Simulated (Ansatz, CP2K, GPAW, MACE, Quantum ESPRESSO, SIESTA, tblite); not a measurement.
## Generalised stacking fault on (110) of a LiCl-LiBr solid solution (56 atoms): runs against a plane-wave reference

The cell holds 56 atoms: 28 Li, 10 Br and 18 Cl. Its edges and angles: a = 7.448 Å, b = 5.266 Å, c = 26.488 Å, α = 90.0°, β = 82.6°, γ = 90.0°. Rock-salt LiCl lattice (a = 5.2663 Å, the value set for the mixture), cell with z along [110], 2 x 1 x 7 periods; the third cell vector is tilted by 0.917 of 1/2[1-10] and lengthened by 0.2 Å, so the cell holds one fault; displaced by a Gaussian of 0.01 Å; 10 of 28 Cl sites given to Br at random (lattice constant by Vegard's rule between LiCl and LiBr). Then every atom was moved at random, 0.02 Å r.m.s. a Cartesian component.

Geometry: as built.

The reference, a calculation:

| Item | Value |
| --- | --- |
| method | Kohn-Sham DFT, PBE, SSSP efficiency 1.3.0 pseudopotentials, plane waves (Quantum ESPRESSO 7.5); sssp-pbe-1.3.0-efficiency, cutoffs 45/360 Ry, Γ point |
| r.m.s. force component | 0.11 eV/Å |
| longest force | 0.3554 eV/Å |
| pressure | -0.292 GPa |
| gap (highest filled to lowest empty level) | 5.457 eV |
| time | 4 min on 2 MPI ranks of Arm Neoverse V1, shared host |
| CPU time | 7.9 min |

Runs, in no order:
A. CP2K PBE, TZV2P-MOLOPT (SR for Li), 800/50 Ry, diagonalisation: Kohn-Sham DFT, PBE, GTH-PBE pseudopotentials, Gaussian and plane waves, TZV2P-MOLOPT-GTH, diagonalisation
B. CP2K PBE, DZVP-MOLOPT-SR, 800/20 Ry, diagonalisation: Kohn-Sham DFT, PBE, GTH-PBE pseudopotentials, Gaussian and plane waves, DZVP-MOLOPT-SR-GTH, diagonalisation
C. SIESTA PBE, SZ, shift 0.01 Ry, mesh 300 Ry: Kohn-Sham DFT, PBE, PseudoDojo 0.4.1 norm-conserving pseudopotentials (converted to PSML), numerical atomic orbitals (SZ), diagonalisation
D. CP2K PBE, SZV-MOLOPT-SR, 800/50 Ry, diagonalisation: Kohn-Sham DFT, PBE, GTH-PBE pseudopotentials, Gaussian and plane waves, SZV-MOLOPT-SR-GTH, diagonalisation
E. SIESTA PBE, DZP, shift 0.01 Ry, mesh 300 Ry: Kohn-Sham DFT, PBE, PseudoDojo 0.4.1 norm-conserving pseudopotentials (converted to PSML), numerical atomic orbitals (DZP), diagonalisation

Q: Order them from the smallest to the largest r.m.s. force difference.

A, E, C, D, B.

| run | Δ force, r.m.s. (meV/Å) | share of r.m.s. force (%) | CPU time |
| --- | --- | --- | --- |
| A. CP2K PBE, TZV2P-MOLOPT (SR for Li), 800/50 Ry, diagonalisation | 6.14 | 5.58 | 11 min |
| E. SIESTA PBE, DZP, shift 0.01 Ry, mesh 300 Ry | 18.7 | 17.0 | 2.4 min |
| C. SIESTA PBE, SZ, shift 0.01 Ry, mesh 300 Ry | 28.1 | 25.5 | 36 s |
| D. CP2K PBE, SZV-MOLOPT-SR, 800/50 Ry, diagonalisation | 44.6 | 40.6 | 4.6 min |
| B. CP2K PBE, DZVP-MOLOPT-SR, 800/20 Ry, diagonalisation | 78.8 | 71.6 | 6 min |

The electronic-structure runs sample only Γ, in a cell whose shortest periodic width is 5 Å.

[Hosts, paths, dates, database ids (printed as entryN), source tags and the programs' standing remarks are cut or masked in the printed files.]
